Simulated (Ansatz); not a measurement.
# Pt wire along [111], 13 atoms a period: bands along the axis, part 2 of 2

Wanted: the relaxed geometry and the bands of the Pt wire along [111], 13 atoms a period.

Ansatz 0.2.0; DFT PBE, plane waves, PAW; relaxation of a wire's period; PAW set soft_1 (the session's first sound run).

So far: The starting structure; Relaxing the period.

### Step 2. Relaxing the period (continued)

The steps of the relaxation:

```csv
step,energy less that of the first step (eV),largest force component (eV/Å),pressure (GPa),volume (Å³)
1,0.0000,1.8313,-3.81,995.49
2,-1.6631,0.9671,1.03,953.42
3,-2.1494,0.1236,-0.27,931.09
4,-2.1997,0.0201,0.05,911.63
5,-2.2013,0.0153,0.03,915.20
6*,-2.1906,0.0162,0.04,915.20
```

Relaxation steps marked * repeat the geometry before them on a plane-wave basis chosen anew for their cell, so energy and pressure can jump there.

Forces are held to the 4 operations that the run works with; a distortion that breaks them can't arise in this run.

```csv
cell as run,before,after,change
c (Å),6.876,6.322,-8.1 %
```

The atoms that moved most (Å, along periodic axes as changes of fractional coordinates times the final cell, across vacuum about the mean position):

```csv
atom,dx,dy,dz,length
Pt13,-0.047,-0.087,0.003,0.099
Pt12,0.047,-0.087,0.003,0.099
Pt1,0.047,0.087,-0.003,0.099
Pt3,-0.047,0.087,-0.003,0.099
Pt4,-0.092,0.000,0.000,0.092
Pt11,0.092,0.000,0.000,0.092
Pt6,0.000,0.002,0.037,0.037
Pt9,0.000,-0.002,-0.037,0.037
```

Final coordinates:

```cif
data_structure
_symmetry_space_group_name_H-M 'P 1'
_symmetry_Int_Tables_number 1
_cell_length_a 12.4140
_cell_length_b 11.6620
_cell_length_c 6.3216
_cell_angle_alpha 90.000
_cell_angle_beta 90.000
_cell_angle_gamma 90.000
_cell_volume 915.20
loop_
_atom_site_label
_atom_site_type_symbol
_atom_site_fract_x
_atom_site_fract_y
_atom_site_fract_z
_atom_site_occupancy
Pt1 Pt 0.39072 0.29904 0.99951 1
Pt2 Pt 0.50002 0.50001 0.00000 1
Pt3 Pt 0.60931 0.29904 0.99951 1
Pt4 Pt 0.71870 0.50001 0.00000 1
Pt5 Pt 0.38654 0.43051 0.33859 1
Pt6 Pt 0.50002 0.63919 0.33914 1
Pt7 Pt 0.61349 0.43051 0.33859 1
Pt8 Pt 0.38654 0.56951 0.66141 1
Pt9 Pt 0.50002 0.36083 0.66086 1
Pt10 Pt 0.61349 0.56951 0.66141 1
Pt11 Pt 0.28133 0.50001 0.00000 1
Pt12 Pt 0.39072 0.70098 0.00049 1
Pt13 Pt 0.60931 0.70098 0.00049 1
```

This step gave:

| Quantity | Value |
| --- | --- |
| energy at zero smearing | -162803.7751 eV |
| cell length along the wire | 6.322 Å |

The cell's length comes to 6.322 Å with spin left out.

### Step 3. The wire at its relaxed period

This step: DFT PBE, plane waves, PAW; bands of a perfect wire; PAW set soft_1 (Ansatz 0.2.0).

At the relaxed period the bands are computed along the axis; those that cross an energy going forward count the channels that a perfect wire would open there.

The input, input.yaml:

```yaml
crystal:
  lattice:
    - [12.414, 0.0, 0.0]
    - [0.0, 11.662, 0.0]
    - [0.0, 0.0, 6.3216303736]
  atoms:
    - { symbol: Pt, position: [0.390723254, 0.299036386, 0.999510812] }
    - { symbol: Pt, position: [0.500017232, 0.500010167, 0.0] }
    - { symbol: Pt, position: [0.60931121, 0.299036386, 0.999510812] }
    - { symbol: Pt, position: [0.718700247, 0.500010167, 0.0] }
    - { symbol: Pt, position: [0.386542881, 0.430509709, 0.338588513] }
    - { symbol: Pt, position: [0.500017232, 0.63919383, 0.339143824] }
    - { symbol: Pt, position: [0.613491583, 0.430509709, 0.338588513] }
    - { symbol: Pt, position: [0.386542881, 0.569510625, 0.661411487] }
    - { symbol: Pt, position: [0.500017232, 0.360826504, 0.660856176] }
    - { symbol: Pt, position: [0.613491583, 0.569510625, 0.661411487] }
    - { symbol: Pt, position: [0.281334217, 0.500010167, 0.0] }
    - { symbol: Pt, position: [0.390723254, 0.700983948, 0.000489188] }
    - { symbol: Pt, position: [0.60931121, 0.700983948, 0.000489188] }
kpoints:
  mp_grid: { grid: [1, 1, 13] }
  band_path: { path: ["Γ", Z], npoints: 90 }
scf:
  occupations: { method: fermi_dirac, width: 0.05 }
hamiltonian:
  xc: pbe
  pseudopotentials: { kind: paw, azcp: { folder: soft_1 } }
output:
  dos: { e_range: [-5, 4] }
  write_potential: true
  write_density: true
  volumetric_format: npy
```

Launch:

```sh
$ ansatz run input.yaml --threads 4 --pin off --max-ram 16384MiB --backend cpu --events-out ev --progress --plain --runs-dir out
```

Numbers of over 12 decimals in the logs are rounded to 6 here.

The log of the run:

```text
[...]
Crystal: 13 atoms, lattice volume = 915.196 Å³
Basis set: ecut = 420 eV, 17915 PW (Γ)
Bands: 141, of which v1, the nominal top of the filled ones, is band 117 counted from 1 (116 counted from 0)
Symmetry: 4 space group operations
[...]
k-points: 7 of 13
[...]
SCF iter   1: F=—  HF=-162807.883547 eV  |F-HF|=—  |Δ(HF+E_count)|=         —  Δρ=3.99e-2  dr2=1.65e1  ethr=3.10e-3  ⟨swp⟩=6.7  Hψ=3638  notcnv=0  defer=38
[...]
SCF iter  12: F=-162803.911420 eV  HF=-162803.911420 eV  |F-HF|=3.32e-8  |Δ(HF+E_count)|=   1.67e-7  Δρ=2.57e-6  dr2=7.38e-8  ethr=4.27e-11  ⟨swp⟩=13.6  Hψ=3546  notcnv=0
SCF 1 converged in 12 iterations: F = -162803.911420 eV  dr2 = 7.38e-8
[...]
NSCF: frozen V_eff on 91 k-points
WARN: The output density's exchange-correlation potential varies sharply where the density is thin. Do not read a vacuum level from v_tot or v_xc, or from such a field of the output density. On a cell that repeats whose density bears no net charge and no dipole along the vacuum's axis use v_es (v_loc + v_h of the components); under efield.dipole_correction with no amplitude use v_es + v_field, which holds any externa [...]
SCF converged after 12 iterations
Free energy (F): -162803.911420 eV
[...]
Internal energy: -162803.638811 eV  (E = F + TS)
E sigma→0 (E₀):  -162803.775116 eV
Entropy (-TS):   -0.272609 eV (-20.970 meV/atom)
Fermi energy:    0.909155 eV
[...]
--- Band table (eV; the first three rows and the last of 7) ---
  k-point 0: bands = [... 113 lower, 0.6594, 0.6626, 0.8377, 1.0462, 1.0514, 1.1486, 1.2035, 1.2819, ... 20 higher]
  k-point 1: bands = [... 113 lower, 0.6620, 0.6650, 0.8376, 1.0384, 1.0430, 1.0648, 1.1059, 1.4483, ... 20 higher]
  k-point 2: bands = [... 113 lower, 0.6743, 0.6762, 0.8374, 0.9307, 1.0149, 1.0181, 1.0297, 1.4706, ... 20 higher]
  k-point 6: bands = [... 113 lower, 0.6759, 0.8371, 0.8579, 0.8631, 0.8776, 0.8783, 0.9950, 1.4615, ... 20 higher]
```

The job ended after 2.3 min (4 threads of Arm Neoverse V1, shared host; peak memory 5.8 GiB; 9.1 min of CPU time).

The column dr2 measures how far the density is from self-consistency, as an energy; F and HF (Harris–Foulkes) agree once it is small.

This step gave:

- band gap: 0 eV

The electronic bands at the labelled points (eV, zero at the Fermi level; # counts the bands kept):

```csv
point,#56,#57,#58,#59,#60,#61,#62,#63
Γ,-0.25,-0.25,-0.07,0.14,0.14,0.24,0.29,0.37
halfway,-0.16,-0.16,-0.10,-0.07,0.05,0.06,0.06,0.61
Z,-0.24,-0.07,-0.05,-0.05,-0.03,-0.03,0.09,0.54
```

Between Γ and Z the bands cross the Fermi level 3 times, so a perfect wire would conduct at least 3 G₀, with spin left out.

### Step 4. Outcome

| Item | Value |
| --- | --- |
| cell length, PBE | 6.322 Å |
| ballistic conductance by band crossings, a lower bound, PBE | 3 G₀ |

**Reading.** Under PBE the cell's length is 6.32 Å, and the bands cross the Fermi level 3 times between Γ and Z, which gives a perfect wire at least 3 G₀ (opposite crossings within one step of the path cancel in such a count). No spin was allowed, though thin wires with open d shells can turn magnetic. Spin-orbit coupling is left out, which matters for the bands of heavy atoms.

[Logs are printed without paths, hosts, clocks, repeated set-up lines and the standing remarks that a program may print on its own settings, such as how far it seeks lower states.]

[Hosts, paths, dates, database ids (printed as entryN), source tags and the programs' standing remarks are cut or masked in the printed files.]
